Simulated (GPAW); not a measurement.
# TiNCl (Pmmn): G0W0 with GPAW, start to end

Aim: the G0W0 gap of TiNCl (Pmmn) on LDA, step by step.

Method: LDA and many-body steps on it, plane waves, in GPAW 26.7.0.

## 1. The structure

The structure is orthorhombic, space group Pmmn (No. 59). The conventional cell has a = 3.258 Å, b = 3.937 Å, c = 7.803 Å, α = 90.00°, β = 90.00°, γ = 90.00°. Ti has 4 N at 2.01 Å and 2 Cl at 2.42 Å nearest. Nearest to N lie 4 Ti at 2.01 Å. Nearest to Cl lie 2 Ti at 2.42 Å. Farther neighbours and most contacts between anions are not listed.

As a file:

```cif
data_structure
_symmetry_space_group_name_H-M 'P 1'
_symmetry_Int_Tables_number 1
_cell_length_a 3.2580
_cell_length_b 3.9370
_cell_length_c 7.8030
_cell_angle_alpha 90.000
_cell_angle_beta 90.000
_cell_angle_gamma 90.000
_cell_volume 100.09
loop_
_atom_site_label
_atom_site_type_symbol
_atom_site_fract_x
_atom_site_fract_y
_atom_site_fract_z
_atom_site_occupancy
Ti1 Ti 0.00000 0.50000 0.10000 1
Ti2 Ti 0.50000 0.00000 0.90000 1
N3 N 0.50000 0.50000 0.95000 1
N4 N 0.00000 0.00000 0.05000 1
Cl5 Cl 0.50000 0.50000 0.33000 1
Cl6 Cl 0.00000 0.00000 0.67000 1
```

The cell and positions come from the Crystallography Open Database and are kept as given unless a step says otherwise.

## 2. Ground state

This step: GPAW 26.7.0; DFT, LDA, plane waves, PAW.

The ground-state density comes first.

Contents of run.py:

```python
import json
import numpy as np
from gpaw.mpi import world
from ase import Atoms
from gpaw import GPAW, PW, FermiDirac

atoms = Atoms(['Ti', 'Ti', 'N', 'N', 'Cl', 'Cl'],
    cell=[[3.2580000000, 0.0000000000, 0.0000000000],
      [0.0000000000, 3.9370000000, 0.0000000000],
      [0.0000000000, 0.0000000000, 7.8030000000]],
    scaled_positions=[[0.0000000000, 0.5000000000, 0.1000000000],
      [0.5000000000, 0.0000000000, 0.9000000000],
      [0.5000000000, 0.5000000000, 0.9500000000],
      [0.0000000000, 0.0000000000, 0.0500000000],
      [0.5000000000, 0.5000000000, 0.3300000000],
      [0.0000000000, 0.0000000000, 0.6700000000]],
    pbc=(True, True, True))
calc = GPAW(mode=PW(600),
    xc='LDA',
    kpts={'size': (8, 6, 4), 'gamma': True},
    occupations=FermiDirac(0.001),
    nbands=-9,
    convergence={'density': 1e-6, 'bands': -3},
    maxiter=100,
    txt='gs.txt')
atoms.calc = calc
res = {'energy': atoms.get_potential_energy()}
kpts = calc.get_ibz_k_points()
res['kpts'] = kpts
res['eigenvalues'] = [calc.get_eigenvalues(kpt=k) for k in range(len(kpts))]
res['n_electrons'] = calc.get_number_of_electrons()
calc.write('gs.gpw')

if world.rank == 0:
    with open('result.json', 'w') as f:
        json.dump(res, f, default=lambda x: x.tolist())
```

Run with:

```
$ mpirun -n 4 gpaw python run.py
```

Numbers of over 12 decimals in the logs are rounded to 6 here.

Log:

```text
__  _  _
 | _ |_)|_||  |
 |__||  | ||/\| - 26.7.0

Input parameters:
  mode=PW(ecut=600.0),
  convergence={'density': 1e-06, 'bands': -3},
  kpts=MonkhorstPack(size=(8, 6, 4), gamma=True),
  maxiter=100,
  nbands=-9,
  occupations=Occupations(name='fermi-dirac', width=0.001, fixmagmom=False),
  xc=XC(name='LDA')
  [... matrices ...]
Diagonalizing LCAO Hamiltonian
Converting LCAO to pw mode
   .-------.
  /|  N    |
 * |       |
 | | Ti    |
 | |       |
 Cl|       |
 | |       |
 | |       |
 | |  Cl   |
 | |       |
 |Ti-------.
 N/       /
 *-------*

Atoms  # Å, Bohr magnetons
|   | symbol |        x |        y |        z |    initial magnetic moments |
| 0 |     Ti | 0.000000 | 1.968500 | 0.780300 | ( 0.0000,  0.0000,  0.0000) |
| 1 |     Ti | 1.629000 | 0.000000 | 7.022700 | ( 0.0000,  0.0000,  0.0000) |
| 2 |      N | 1.629000 | 1.968500 | 7.412850 | ( 0.0000,  0.0000,  0.0000) |
| 3 |      N | 0.000000 | 0.000000 | 0.390150 | ( 0.0000,  0.0000,  0.0000) |
| 4 |     Cl | 1.629000 | 1.968500 | 2.574990 | ( 0.0000,  0.0000,  0.0000) |
| 5 |     Cl | 0.000000 | 0.000000 | 5.228010 | ( 0.0000,  0.0000,  0.0000) |

Unit cell  # Å
| periodic |        x |        y |        z |  lengths |    angles |
|      yes | 3.258000 | 0.000000 | 0.000000 | 3.258000 | 90.000000 |
|      yes | 0.000000 | 3.937000 | 0.000000 | 3.937000 | 90.000000 |
|      yes | 0.000000 | 0.000000 | 7.803000 | 7.803000 | 90.000000 |

Number of symmetries: 4
Symmetry operations  # r_c * U_cc + t_c -> r_c
|   | kind |            matrix            |
| 0 |  E   |  1, 0, 0,  0, 1, 0,  0, 0, 1 |
| 1 |  σ   |  1, 0, 0,  0,-1, 0,  0, 0, 1 |
| 2 |  σ   | -1, 0, 0,  0, 1, 0,  0, 0, 1 |
| 3 |  C2  | -1, 0, 0,  0,-1, 0,  0, 0, 1 |

BZ-sampling:
  Number of BZ points: 192
  Number of IBZ points: 60

  Monkhorst-Pack size: [8, 6, 4]
  Monkhorst-Pack shift: [0.0625, 0.083333, 0.125]

K-points  # in reciprocal-cell coordinates
|     |                                coordinates |     weight |
|   0 | (  0.00000000,   0.00000000,   0.00000000) | 0.00520833 |
|   1 | (  0.00000000,   0.00000000,   0.25000000) | 0.01041667 |
|   2 | (  0.00000000,   0.00000000,   0.50000000) | 0.00520833 |
|   3 | (  0.00000000,   0.16666667,   0.00000000) | 0.01041667 |
|   4 | (  0.00000000,   0.16666667,   0.25000000) | 0.02083333 |
|   5 | (  0.00000000,   0.16666667,   0.50000000) | 0.01041667 |
|   6 | (  0.00000000,   0.33333333,   0.00000000) | 0.01041667 |
|   7 | (  0.00000000,   0.33333333,   0.25000000) | 0.02083333 |
|   8 | (  0.00000000,   0.33333333,   0.50000000) | 0.01041667 |
|   9 | (  0.00000000,   0.50000000,   0.00000000) | 0.00520833 |
| ... |                                            |            |
|  59 | (  0.50000000,   0.50000000,   0.50000000) | 0.00520833 |

Plane wave coefficients: 3371
Cutoff: 600.0 eV

Spin-components: 1 (collinear spins)
Bands:           33
Projectors:      32
Spin-degeneracy: 2
Datatype:        complex128

  Storage: CPU
  Wave functions: 106_603_200 bytes (26_650_800 per core)
  Projectors: 100_142_400 bytes (25_035_600 per core)
  [... matrices ...]
Parallelization:
  kpt:    4
  domain: 1
  band:   1

Density:
  Valence electrons: 48.0
  Components: 1
  Grid points: [20 24 45]
  Charge: 0.0  # |e|

Potential:
  Grid points: [20 24 45]

species:
  Ti:
    name:    Titanium
    Z:       22.0
    valence: 12
    core:    10
    charge:  0.0  # [|e|]
    compensation charges:
      type: gauss
      rc: 0.38  # [Å]
      lmax: 2
    cutoffs:
      filter: 2.23  # [Å]
      core: 1.02  # [Å]
    projectors
    | kind |    occ | energy [eV] | rcut [Å] |
    |   3s |  2.000 |     -62.257 |    1.270 |
    |   4s |  2.000 |      -4.593 |    1.270 |
    |   3p |  6.000 |     -38.791 |    1.058 |
    |   4p |  0.000 |      -1.536 |    1.058 |
    |   3d |  2.000 |      -4.463 |    1.058 |
    |    d |        |      22.748 |    1.058 |

    Using partial waves for Ti as LCAO basis

  N:
    name:    Nitrogen
    Z:       7.0
    valence: 5
    core:    2
    charge:  0.0  # [|e|]
    compensation charges:
      type: gauss
      rc: 0.18  # [Å]
      lmax: 2
    cutoffs:
      filter: 1.11  # [Å]
      core: 0.96  # [Å]
    projectors
    | kind |    occ | energy [eV] | rcut [Å] |
    |   2s |  2.000 |     -18.420 |    0.603 |
    |   2p |  3.000 |      -7.237 |    0.529 |
    |    s |        |       8.791 |    0.603 |
    |    p |        |      19.974 |    0.529 |
    |    d |        |       0.000 |    0.577 |

    Using partial waves for N as LCAO basis

  Cl:
    name:    Chlorine
    Z:       17.0
    valence: 7
    core:    10
    charge:  0.0  # [|e|]
    compensation charges:
      type: gauss
      rc: 0.25  # [Å]
      lmax: 2
    cutoffs:
      filter: 1.40  # [Å]
      core: 1.49  # [Å]
    projectors
    | kind |    occ | energy [eV] | rcut [Å] |
    |   3s |  2.000 |     -20.688 |    0.794 |
    |   3p |  5.000 |      -8.701 |    0.794 |
    |    s |        |       6.523 |    0.794 |
    |    p |        |      18.511 |    0.794 |
    |    d |        |       0.000 |    0.794 |

    Using partial waves for Cl as LCAO basis

Reference energy: -74327.906272  # eV

eigensolver:
  PPCG
  Converge bands: -3
  niter=2

density mixing:
  MSR1-Mixer
  Pratt-step length: 0.05
  Maximum mixing coefficient: 0.75
  Old densities: 10
  SVD Regularization: 0.005
  Good broyden scale: 1.0
  Trust region scale: 1.0
  Backstep threshold: 4.0
  History deletion threshold: 6.0
  Fourier metric: weight=20.0, sigma=0.015

occupation numbers:
  Fermi-Dirac:
    width: 0.0010  # eV

poisson solver:
  ecut: 4800.0  # eV

xc functional:
  name: None

Initialization done in: 3.010 s

convergence criteria:
- Maximum integral of absolute [dens]ity change: 1e-06 electrons / valence electron
- Maximum [total energy] change in last 3 cyles: 0.0005 eV / valence electron
- Maximum integral of absolute [eigenst]ate change: 4e-08 eV^2 / valence electron
maximum number of iterations: 100

SCF iterations
|iter     |     time |      energy | eigst |  dens |
|iter:   1|  |  -54.427146 | +0.48 |       |
|iter:   2|  |  -51.923573 | -0.82 | -0.88 |
|iter:   3|  |  -47.636124 | +0.22 | -0.95 |
|iter:   4|  |  -47.335757 | -0.91 | -1.41 |
|iter:   5|  |  -47.326135 | -1.60 | -1.67 |
|iter:   6|  |  -47.297875 | -2.08 | -1.97 |
|iter:   7|  |  -47.291949 | -2.63 | -2.40 |
|iter:   8|  |  -47.291683c| -3.53 | -2.88 |
|iter:   9|  |  -47.291566c| -4.42 | -3.06 |
|iter:  10|  |  -47.291570c| -5.78 | -3.69 |
|iter:  11|  |  -47.291569c| -6.20 | -4.06 |
|iter:  12|  |  -47.291569c| -6.88 | -4.57 |
|iter:  13|  |  -47.291569c| -7.44c| -5.01 |
|iter:  14|  |  -47.291569c| -8.12c| -5.56 |
|iter:  15|  |  -47.291569c| -8.48c| -6.07c|

Converged in 15 steps
SCF loop duration: 39.118 s (2.608 s/step)
Energy contributions relative to reference atoms: (reference = -74327.906272)
  [... matrices ...]
Energy contributions:
  Kinetic:          35.527907
  Coulomb:         -41.855408
  Zero:              0.235099
  External:          0.000000
  Xc:              -41.199167
  Entropy:          -0.000000
  Spinorbit:         0.000000
  ----------------------------
  Free energy:     -47.291569
  Extrapolated:    -47.291569

dipole moment: (-30.796808, -37.215173, 0.000009)  # |e|*Ang

Fermi level: 4.409
Eigenvalues  # (at kpt = [0.000, 0.000, 0.000])
| band index |      eig [eV] | occ [0-2] |
|          0 |       -52.552 |     2.000 |
|        ... |               |           |
|         16 |         1.152 |     2.000 |
|         17 |         1.470 |     2.000 |
|         18 |         1.507 |     2.000 |
|         19 |         1.794 |     2.000 |
|         20 |         2.156 |     2.000 |
|         21 |         2.422 |     2.000 |
|         22 |         3.313 |     2.000 |
|         23 |         4.164 |     2.000 |
|         24 |         4.696 |     0.000 |
[...]
|         28 |         6.391 |     0.000 |
|         29 |         7.003 |     0.000 |
|         30 |         8.434 |     0.000 |
|         31 |         8.614 |     0.000 |
|         32 |         8.730 |     0.000 |

Gap: 0.529 eV
Transition (v -> c):
  (s=0, k=1, n=23, [0.00, 0.00, 0.25]) -> (s=0, k=0, n=24, [0.00, 0.00, 0.00])
Direct/indirect transitions are different
Direct gap: 0.529 eV
Transition at: (s=0, k=1, n=23, [0.00, 0.00, 0.25])
# Writing to gs.gpw (mode='')
  [... matrices ...]
```

The job ended after 44 s (4 MPI ranks of Arm Neoverse V1, shared host; peak memory 1 GiB).

Numbers from this step:

```
total energy               : -47.29 eV
gap                        : 0.5290 eV
k of the valence top       : 0, 0, 0.25
k of the conduction bottom : 0, 0, 0
least direct gap           : 0.5291 eV
```

The gap is direct, at (0.000, 0.000, 0.250).

## 3. Bands along the symmetry lines

The cheap functional maps the bands first; the places of the edges decide which points the dearer methods must see.

Contents of run.py:

```python
import json
import numpy as np
from gpaw.mpi import world
from gpaw import GPAW

path = [[0.000000, 0.000000, 0.000000],
    [0.062500, 0.000000, 0.000000],
    [0.125000, 0.000000, 0.000000],
    [0.187500, 0.000000, 0.000000],
    [0.250000, 0.000000, 0.000000],
    [0.312500, 0.000000, 0.000000],
    [0.375000, 0.000000, 0.000000],
    [0.437500, 0.000000, 0.000000],
    [0.500000, 0.000000, 0.000000],
    [0.500000, 0.062500, 0.000000],
    [0.500000, 0.125000, 0.000000],
    [0.500000, 0.187500, 0.000000],
    [0.500000, 0.250000, 0.000000],
    [0.500000, 0.312500, 0.000000],
    [0.500000, 0.375000, 0.000000],
    [0.500000, 0.437500, 0.000000],
    [0.500000, 0.500000, 0.000000],
    [0.437500, 0.500000, 0.000000],
    [0.375000, 0.500000, 0.000000],
    [0.312500, 0.500000, 0.000000],
    [0.250000, 0.500000, 0.000000],
    [0.187500, 0.500000, 0.000000],
    [0.125000, 0.500000, 0.000000],
    [0.062500, 0.500000, 0.000000],
    [0.000000, 0.500000, 0.000000],
    [0.000000, 0.437500, 0.000000],
    [0.000000, 0.375000, 0.000000],
    [0.000000, 0.312500, 0.000000],
    [0.000000, 0.250000, 0.000000],
    [0.000000, 0.187500, 0.000000],
    [0.000000, 0.125000, 0.000000],
    [0.000000, 0.062500, 0.000000],
    [0.000000, 0.000000, 0.000000],
    [0.000000, 0.000000, 0.062500],
    [0.000000, 0.000000, 0.125000],
    [0.000000, 0.000000, 0.187500],
    [0.000000, 0.000000, 0.250000],
    [0.000000, 0.000000, 0.312500],
    [0.000000, 0.000000, 0.375000],
    [0.000000, 0.000000, 0.437500],
    [0.000000, 0.000000, 0.500000],
    [0.062500, 0.000000, 0.500000],
    [0.125000, 0.000000, 0.500000],
    [0.187500, 0.000000, 0.500000],
    [0.250000, 0.000000, 0.500000],
    [0.312500, 0.000000, 0.500000],
    [0.375000, 0.000000, 0.500000],
    [0.437500, 0.000000, 0.500000],
    [0.500000, 0.000000, 0.500000],
    [0.500000, 0.062500, 0.500000],
    [0.500000, 0.125000, 0.500000],
    [0.500000, 0.187500, 0.500000],
    [0.500000, 0.250000, 0.500000],
    [0.500000, 0.312500, 0.500000],
    [0.500000, 0.375000, 0.500000],
    [0.500000, 0.437500, 0.500000],
    [0.500000, 0.500000, 0.500000],
    [0.437500, 0.500000, 0.500000],
    [0.375000, 0.500000, 0.500000],
    [0.312500, 0.500000, 0.500000],
    [0.250000, 0.500000, 0.500000],
    [0.187500, 0.500000, 0.500000],
    [0.125000, 0.500000, 0.500000],
    [0.062500, 0.500000, 0.500000],
    [0.000000, 0.500000, 0.500000],
    [0.000000, 0.437500, 0.500000],
    [0.000000, 0.375000, 0.500000],
    [0.000000, 0.312500, 0.500000],
    [0.000000, 0.250000, 0.500000],
    [0.000000, 0.187500, 0.500000],
    [0.000000, 0.125000, 0.500000],
    [0.000000, 0.062500, 0.500000],
    [0.000000, 0.000000, 0.500000],
    [0.500000, 0.000000, 0.000000],
    [0.500000, 0.000000, 0.062500],
    [0.500000, 0.000000, 0.125000],
    [0.500000, 0.000000, 0.187500],
    [0.500000, 0.000000, 0.250000],
    [0.500000, 0.000000, 0.312500],
    [0.500000, 0.000000, 0.375000],
    [0.500000, 0.000000, 0.437500],
    [0.500000, 0.000000, 0.500000],
    [0.000000, 0.500000, 0.000000],
    [0.000000, 0.500000, 0.062500],
    [0.000000, 0.500000, 0.125000],
    [0.000000, 0.500000, 0.187500],
    [0.000000, 0.500000, 0.250000],
    [0.000000, 0.500000, 0.312500],
    [0.000000, 0.500000, 0.375000],
    [0.000000, 0.500000, 0.437500],
    [0.000000, 0.500000, 0.500000],
    [0.500000, 0.500000, 0.000000],
    [0.500000, 0.500000, 0.062500],
    [0.500000, 0.500000, 0.125000],
    [0.500000, 0.500000, 0.187500],
    [0.500000, 0.500000, 0.250000],
    [0.500000, 0.500000, 0.312500],
    [0.500000, 0.500000, 0.375000],
    [0.500000, 0.500000, 0.437500],
    [0.500000, 0.500000, 0.500000]]
calc = GPAW('gs.gpw').fixed_density(kpts=path,
    symmetry='off',
    nbands=34,
    convergence={'bands': 30},
    txt='bands.txt')
res = {}
kpts = calc.get_ibz_k_points()
res['kpts'] = kpts
res['eigenvalues'] = [calc.get_eigenvalues(kpt=k) for k in range(len(kpts))]
res['n_electrons'] = calc.get_number_of_electrons()

if world.rank == 0:
    with open('result.json', 'w') as f:
        json.dump(res, f, default=lambda x: x.tolist())
```

Run with:

```
$ mpirun -n 4 gpaw python run.py
```

Log:

```text
Diagonalizing LCAO Hamiltonian
Converting LCAO to pw mode
convergence criteria:
- Maximum integral of absolute [eigenst]ate change: 4e-08 eV^2 / valence electron
maximum number of iterations: 100

SCF iterations
|iter     |     time |      energy | eigst |  dens |
|iter:   1|  |             | -0.01 |       |
|iter:   2|  |             | -1.47 |       |
|iter:   3|  |             | -2.67 |       |
[...]
|iter:   7|  |             | -6.14 |       |
|iter:   8|  |             | -6.99 |       |
|iter:   9|  |             | -7.56c|       |
SCF steps: 9
  __  _  _
 | _ |_)|_||  |
 |__||  | ||/\| - 26.7.0

Input parameters:
  mode=PW(ecut=600.0),
  convergence={'bands': 30},
  gpts=array([20, 24, 45]),
  kpts=KPoints(kpts=array([[0.    , 0.    , 0.    ],
         [0.0625, 0.    , 0.    ],
         [0.125 , 0.    , 0.    ],
         [0.1875, 0.    , 0.    ],
         [0.25  , 0.    , 0.    ],
         [0.3125, 0.    , 0.    ],
         [0.375 , 0.    , 0.    ],
[...]
[0.5   , 0.0625, 0.    ],
[...]
[0.5   , 0.1875, 0.    ],
[...]
[0.5   , 0.3125, 0.    ],
[...]
[0.    , 0.    , 0.0625],
[...]
[0.    , 0.    , 0.1875],
[...]
[0.    , 0.    , 0.3125],
[...]
[0.1875, 0.5   , 0.5   ],
[...]
[0.0625, 0.5   , 0.5   ],
[...]
[0.    , 0.1875, 0.5   ],
[...]
[0.    , 0.0625, 0.5   ],
[...]
[0.5   , 0.5   , 0.25  ],
         [0.5   , 0.5   , 0.3125],
         [0.5   , 0.5   , 0.375 ],
         [0.5   , 0.5   , 0.4375],
         [0.5   , 0.5   , 0.5   ]])),
  maxiter=100,
  nbands=34,
  occupations=Occupations(name='fermi-dirac', width=0.001, fixmagmom=False),
  parallel={},
  symmetry=Symmetry(point_group=False, time_reversal=False),
  xc=XC(name='LDA')
```

Elapsed: 46 s, on 4 MPI ranks; peak memory 1.2 GiB; 3.1 min of CPU time.

This step gave:

```yaml
gap: 0.5286 eV
k_of_the_valence_top: 0, 0, 0.3125
k_of_the_conduction_bottom: 0, 0, 0
least_direct_gap: 0.5288 eV
```

The gap is 0.529 eV, as in the run before at this level.

The electronic bands at the labelled points (eV, zero at the top of the highest filled band):

| point | band 21 | band 22 | band 23 | band 24 | band 25 | band 26 | band 27 | band 28 |
| --- | --- | --- | --- | --- | --- | --- | --- | --- |
| Γ | -2.01 | -1.75 | -0.85 | 0.00 | 0.53 | 1.63 | 2.11 | 2.12 |
| halfway | -2.37 | -1.67 | -1.45 | -1.38 | 1.71 | 2.00 | 2.03 | 2.21 |
| X | -1.79 | -1.79 | -1.25 | -1.25 | 1.94 | 1.94 | 2.02 | 2.02 |
| halfway | -2.14 | -2.14 | -1.26 | -1.26 | 1.57 | 1.57 | 1.97 | 1.97 |
| S | -2.39 | -2.39 | -2.25 | -2.25 | 1.92 | 1.92 | 2.11 | 2.11 |
| halfway | -2.25 | -2.25 | -1.99 | -1.99 | 1.55 | 1.55 | 2.10 | 2.10 |
| Y | -2.19 | -2.19 | -1.80 | -1.80 | 1.36 | 1.36 | 2.24 | 2.24 |
| halfway | -1.96 | -1.86 | -1.57 | -1.43 | 1.49 | 1.65 | 1.65 | 2.16 |
| Γ | -2.01 | -1.75 | -0.85 | 0.00 | 0.53 | 1.63 | 2.11 | 2.12 |
| halfway | -1.95 | -1.93 | -0.91 | 0.00 | 0.53 | 1.62 | 2.06 | 2.11 |
| Z | -2.26 | -1.85 | -0.97 | 0.00 | 0.53 | 1.62 | 2.01 | 2.10 |
| halfway | -2.09 | -1.68 | -1.48 | -1.42 | 1.68 | 1.99 | 2.10 | 2.15 |
| U | -1.79 | -1.79 | -1.28 | -1.28 | 1.90 | 1.90 | 2.00 | 2.00 |
| halfway | -2.12 | -2.12 | -1.22 | -1.22 | 1.56 | 1.56 | 1.96 | 1.96 |
| R | -2.45 | -2.45 | -2.08 | -2.08 | 1.95 | 1.95 | 2.07 | 2.07 |
| halfway | -2.61 | -2.61 | -1.75 | -1.75 | 1.51 | 1.51 | 2.27 | 2.27 |
| T | -1.80 | -1.80 | -1.54 | -1.54 | 1.35 | 1.35 | 2.23 | 2.23 |
| halfway | -1.85 | -1.75 | -1.52 | -1.39 | 1.47 | 1.63 | 1.72 | 2.07 |
| Z | -2.26 | -1.85 | -0.97 | 0.00 | 0.53 | 1.62 | 2.01 | 2.10 |
| jump to X | -1.79 | -1.79 | -1.25 | -1.25 | 1.94 | 1.94 | 2.02 | 2.02 |
| halfway | -1.79 | -1.79 | -1.27 | -1.27 | 1.92 | 1.92 | 2.01 | 2.01 |
| U | -1.79 | -1.79 | -1.28 | -1.28 | 1.90 | 1.90 | 2.00 | 2.00 |
| jump to Y | -2.19 | -2.19 | -1.80 | -1.80 | 1.36 | 1.36 | 2.24 | 2.24 |
| halfway | -1.80 | -1.80 | -1.79 | -1.79 | 1.35 | 1.35 | 2.23 | 2.23 |
| T | -1.80 | -1.80 | -1.54 | -1.54 | 1.35 | 1.35 | 2.23 | 2.23 |
| jump to S | -2.39 | -2.39 | -2.25 | -2.25 | 1.92 | 1.92 | 2.11 | 2.11 |

## 4. Empty states on the mesh, 4×4×2 mesh, 237 bands

The sums over transitions need many empty states on a uniform mesh; this step solves for them.

Contents of run.py:

```python
import json
import numpy as np
from gpaw.mpi import world
from gpaw import GPAW

calc = GPAW('gs.gpw').fixed_density(kpts={'size': (4, 4, 2), 'gamma': True},
    nbands=276,
    convergence={'bands': 237},
    txt='nscf.txt')
calc.write('full.gpw', mode='all')
res = {}
kpts = calc.get_ibz_k_points()
res['kpts'] = kpts
res['eigenvalues'] = [calc.get_eigenvalues(kpt=k) for k in range(len(kpts))]
res['n_electrons'] = calc.get_number_of_electrons()

if world.rank == 0:
    with open('result.json', 'w') as f:
        json.dump(res, f, default=lambda x: x.tolist())
```

Run with:

```
$ mpirun -n 4 gpaw python run.py
```

Log:

```text
Diagonalizing LCAO Hamiltonian
Converting LCAO to pw mode
convergence criteria:
- Maximum integral of absolute [eigenst]ate change: 4e-08 eV^2 / valence electron
maximum number of iterations: 100

SCF iterations
|iter     |     time |      energy | eigst |  dens |
|iter:   1|  |             | +4.36 |       |
|iter:   2|  |             | +3.16 |       |
|iter:   3|  |             | +2.05 |       |
[...]
|iter:  13|  |             | -6.52 |       |
|iter:  14|  |             | -7.04 |       |
|iter:  15|  |             | -7.44c|       |
SCF steps: 15
  __  _  _
 | _ |_)|_||  |
 |__||  | ||/\| - 26.7.0

Input parameters:
  mode=PW(ecut=600.0),
  convergence={'bands': 237},
  gpts=array([20, 24, 45]),
  kpts=MonkhorstPack(size=(4, 4, 2), gamma=True),
  maxiter=100,
  nbands=276,
  occupations=Occupations(name='fermi-dirac', width=0.001, fixmagmom=False),
  parallel={},
  xc=XC(name='LDA')
# Writing to full.gpw (mode='all')
  [... matrices ...]

timing:  # [seconds]
  Total: 0.090  # ━━━━━━━━━━━━━━━━━━━━━━━━━━━━━━━━━━━━━━━━━━━━━━━━━━━━━━━━━━━
```

Run time: 3.4 min. Hardware: 4 MPI ranks; peak memory 1.4 GiB.

Numbers from this step:

| Property | Result |
| --- | --- |
| gap | 0.5299 eV |
| k of the valence top | 0, 0, 0.5 |
| k of the conduction bottom | 0, 0, 0 |
| least direct gap | 0.5301 eV |
| k points computed | 18 |
| lowest point of the top converged band, above the valence top | 85.4616 eV |

On this mesh the gap is 0.530 eV.

(Part 1 of 2 ends here.)

[Paths, hosts, dates, memory and timing lines, banners, echoed tables and standing remarks are left out of the program output.]

[Logs are printed without paths, hosts, clocks, repeated set-up lines and the standing remarks that a program may print on its own settings, such as how far it seeks lower states.]

[Runs of the session that timed out or met a known fault of the program may be left out.]

[Hosts, paths, dates, database ids (printed as entryN), source tags and the programs' standing remarks are cut or masked in the printed files.]
